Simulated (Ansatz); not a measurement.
The compound is Tl2OsCl6 (started from the K2PtCl6 type) (Fm-3m).

The structure was built from a prototype and need not be the compound's stable phase.

It takes space group Fm-3m (No. 225, cubic). Conventional cell: a = 9.580 Å, b = 9.580 Å, c = 9.580 Å, α = 90.00°, β = 90.00°, γ = 90.00°. Tl has 12 Cl at 3.39 Å nearest. Nearest to Os lie 6 Cl at 2.31 Å. Cl has 1 Os at 2.31 Å nearest. Farther neighbours and most contacts between anions are not listed.

```
Tl Os Cl
1.0
     4.79023    0.00000   -4.79023
     0.00000    4.79023   -4.79023
     4.79023    4.79023    0.00000
Tl Os Cl
2 1 6
Direct
  0.25000 0.25000 0.25000
  0.75000 0.75000 0.75000
  0.00000 0.00000 0.00000
  0.24097 0.24097 0.75903
  0.75903 0.75903 0.24097
  0.24097 0.75903 0.24097
  0.75903 0.24097 0.75903
  0.75903 0.24097 0.24097
  0.24097 0.75903 0.75903
```

The structure was relaxed with PBEsol. The structure type comes from a generator and need not be one that this composition takes. The structure was generated from a model, not taken from a measurement. The runs that relaxed it are not among those shown. The program's search for lower electronic states was switched off, so nothing shows that the state found is the lowest. Spin-orbit coupling is left out unless a run names it. PAW set soft_2, made with PBE.

A constrained-RPA run (Ansatz 0.2.0; non-magnetic PBEsol; Os t2g, bands v2 to c1, 2×2×2 mesh, medium accuracy) builds 3 functions on bands 0.89 eV wide, with 4.0 electrons in the window. The bare on-site interaction is 9.5 eV and the bare J 0.29 eV.

Q: What U and J survive the screening?

On the Os t2g shell, U = 2.33 eV (25 % of the bare value), U′ = 1.84 eV, J = 0.20 eV.

The parent state is non-magnetic and the interaction static (zero frequency); U depends on the window and the orbitals, so it belongs to this model alone. Spin-orbit coupling, which is strong for atoms this heavy, is left out. Coarse meshes can leave U off its limit, most where the target bands are metallic.

[Paths, hosts, dates, memory and timing lines, banners, echoed tables and standing remarks are left out of the program output.]

[Logs are printed without paths, hosts, clocks, repeated set-up lines and the standing remarks that a program may print on its own settings, such as how far it seeks lower states.]

[Runs of the session that timed out or met a known fault of the program may be left out.]

[Hosts, paths, dates, database ids (printed as entryN), source tags and the programs' standing remarks are cut or masked in the printed files.]
